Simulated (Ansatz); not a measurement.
# The perfect W wire along [100], 16 atoms a period, part 2 of 2

Wanted: the relaxed geometry and the bands of the W wire along [100], 16 atoms a period.

Ansatz 0.2.0; DFT PBE, plane waves, PAW; relaxation of a wire's period; PAW set soft_1 (the session's first sound run).

So far: Set-up; Relaxing the period.

## (2) Relaxing the period (continued)

Relaxation path:

```csv
step,energy less that of the first step (eV),largest force component (eV/Å),pressure (GPa),volume (Å³)
1,0.0000,2.5002,-5.55,843.27
2,-1.4485,1.4363,1.93,809.83
3,-1.7437,0.3839,-0.38,812.19
4,-1.7676,0.0599,-0.15,817.05
5,-1.7714,0.0385,0.00,814.35
6,-1.7716,0.0053,-0.02,814.78
7*,-1.7673,0.0053,-0.02,814.78
```

Relaxation steps marked * repeat the geometry before them on a plane-wave basis chosen anew for their cell, so energy and pressure can jump there.

Forces are held to the 16 operations that the run works with; a distortion that breaks them can't arise in this run.

```csv
cell as run,before,after,change
c (Å),3.170,3.063,-3.4 %
```

The atoms that moved most (Å, along periodic axes as changes of fractional coordinates times the final cell, across vacuum about the mean position):

```csv
atom,dx,dy,dz,length
W1,0.171,0.000,0.000,0.171
W11,0.000,0.171,0.000,0.171
W14,0.000,-0.171,0.000,0.171
W8,-0.171,0.000,0.000,0.171
W6,0.022,0.000,0.000,0.022
W13,0.000,0.022,0.000,0.022
W12,0.000,-0.022,0.000,0.022
W3,-0.022,0.000,0.000,0.022
```

Numbers from this step:

```
energy at zero smearing    : -166153.0289 eV
cell length along the wire : 3.063 Å
```

The cell's length comes to 3.063 Å with spin left out.

## (3) Bands of the perfect wire

This step: DFT PBE, plane waves, PAW; bands of a perfect wire; PAW set soft_1 (Ansatz 0.2.0).

At the relaxed period the bands are computed along the axis; those that cross an energy going forward count the channels that a perfect wire would open there.

input.yaml reads:

```yaml
crystal:
  lattice:
    - [16.31, 0.0, 0.0]
    - [0.0, 16.31, 0.0]
    - [0.0, 0.0, 3.0629074945]
  atoms:
    - { symbol: W, position: [0.218963685, 0.5, 0.0] }
    - { symbol: W, position: [0.403596636, 0.306059491, 0.0] }
    - { symbol: W, position: [0.401456617, 0.5, 0.0] }
    - { symbol: W, position: [0.403596636, 0.693940509, 0.0] }
    - { symbol: W, position: [0.596403364, 0.306059491, 0.0] }
    - { symbol: W, position: [0.598543383, 0.5, 0.0] }
    - { symbol: W, position: [0.596403364, 0.693940509, 0.0] }
    - { symbol: W, position: [0.781036315, 0.5, 0.0] }
    - { symbol: W, position: [0.306059491, 0.403596636, 0.5] }
    - { symbol: W, position: [0.306059491, 0.596403364, 0.5] }
    - { symbol: W, position: [0.5, 0.218963685, 0.5] }
    - { symbol: W, position: [0.5, 0.401456617, 0.5] }
    - { symbol: W, position: [0.5, 0.598543383, 0.5] }
    - { symbol: W, position: [0.5, 0.781036315, 0.5] }
    - { symbol: W, position: [0.693940509, 0.403596636, 0.5] }
    - { symbol: W, position: [0.693940509, 0.596403364, 0.5] }
kpoints:
  mp_grid: { grid: [1, 1, 27] }
  band_path: { path: ["Γ", Z], npoints: 90 }
scf:
  occupations: { method: fermi_dirac, width: 0.05 }
hamiltonian:
  xc: pbe
  pseudopotentials: { kind: paw, azcp: { folder: soft_1 } }
output:
  dos: { e_range: [-5, 4] }
  write_potential: true
  write_density: true
  volumetric_format: npy
```

Launch:

```sh
ansatz run input.yaml --threads 4 --pin off --max-ram 16384MiB --backend cpu --events-out ev --progress --plain --runs-dir out
```

Numbers of over 12 decimals in the logs are rounded to 6 here.

Output:

```text
[...]
Crystal: 16 atoms, lattice volume = 814.783 Å³
Basis set: ecut = 420 eV, 15875 PW (Γ)
Bands: 135, of which v1, the nominal top of the filled ones, is band 112 counted from 1 (111 counted from 0)
Symmetry: 16 space group operations
[...]
k-points: 14 of 27
[...]
SCF iter   1: F=—  HF=-166165.333412 eV  |F-HF|=—  |Δ(HF+E_count)|=         —  Δρ=4.27e-2  dr2=9.21e1  ethr=3.10e-3  ⟨swp⟩=10.0  Hψ=9279  notcnv=0
[...]
SCF iter  11: F=-166153.094450 eV  HF=-166153.094450 eV  |F-HF|=2.24e-8  |Δ(HF+E_count)|=   2.89e-7  Δρ=1.53e-6  dr2=2.82e-8  ethr=4.46e-11  ⟨swp⟩=12.3  Hψ=6776  notcnv=0
SCF 1 converged in 11 iterations: F = -166153.094450 eV  dr2 = 2.82e-8
[...]
NSCF: frozen V_eff on 91 k-points
WARN: The output density's exchange-correlation potential varies sharply where the density is thin. Do not read a vacuum level from v_tot or v_xc, or from such a field of the output density. On a cell that repeats whose density bears no net charge and no dipole along the vacuum's axis use v_es (v_loc + v_h of the components); under efield.dipole_correction with no amplitude use v_es + v_field, which holds any externa [...]
SCF converged after 11 iterations
Free energy (F): -166153.094450 eV
[...]
Internal energy: -166152.976505 eV  (E = F + TS)
E sigma→0 (E₀):  -166153.035477 eV
Entropy (-TS):   -0.117945 eV (-7.372 meV/atom)
Fermi energy:    4.120559 eV
[...]
--- Band table (eV; the first three rows and the last of 14) ---
  k-point 0: bands = [... 108 lower, 3.6929, 3.6988, 3.9684, 3.9803, 3.9803, 4.2504, 4.2504, 4.3182, ... 19 higher]
  k-point 1: bands = [... 108 lower, 3.5558, 3.7662, 3.9080, 3.9662, 3.9662, 4.3373, 4.3450, 4.3450, ... 19 higher]
  k-point 2: bands = [... 108 lower, 3.7408, 3.7449, 3.9359, 4.0043, 4.0043, 4.3713, 4.4171, 4.4311, ... 19 higher]
  k-point 13: bands = [... 108 lower, 3.8156, 3.8581, 4.3125, 4.3125, 4.7648, 4.7929, 5.1216, 5.1216, ... 19 higher]
```

Run time: 2.3 min. Hardware: 4 threads of Arm Neoverse V2, shared host; peak memory 5.2 GiB.

In the SCF lines HF is the Harris–Foulkes energy and dr2 the Hartree energy of the density residual, in eV; the loop may stop once dr2 is under the threshold and the program's other checks hold. Hψ counts applications of the Hamiltonian.

This step gave:

| Quantity | Value |
| --- | --- |
| energy at zero smearing | -166153.0355 eV |
| band gap | 0 eV |

Electronic bands along the path, in eV, zero at the Fermi level; # counts the bands kept:

```csv
point,#45,#46,#47,#48,#49,#50,#51,#52
Γ,-0.43,-0.42,-0.15,-0.14,-0.14,0.13,0.13,0.20
halfway,-0.98,-0.81,-0.14,-0.14,0.11,0.25,0.38,0.38
Z,-0.28,-0.28,0.20,0.20,0.68,0.68,1.02,1.02
```

Between Γ and Z the bands cross the Fermi level 5 times, so a perfect wire would conduct at least 5 G₀, with spin left out.

## (4) What came out

- cell length, PBE: 3.063 Å
- ballistic conductance by band crossings, a lower bound, PBE: 5 G₀

What this shows: Under PBE the cell's length is 3.06 Å, and the bands cross the Fermi level 5 times between Γ and Z, which gives a perfect wire at least 5 G₀ (opposite crossings within one step of the path cancel in such a count). No spin was allowed, though thin wires with open d shells can turn magnetic. Spin-orbit coupling is left out, which matters for the bands of heavy atoms.

[Logs are printed without paths, hosts, clocks, repeated set-up lines and the standing remarks that a program may print on its own settings, such as how far it seeks lower states.]

[Hosts, paths, dates, database ids (printed as entryN), source tags and the programs' standing remarks are cut or masked in the printed files.]
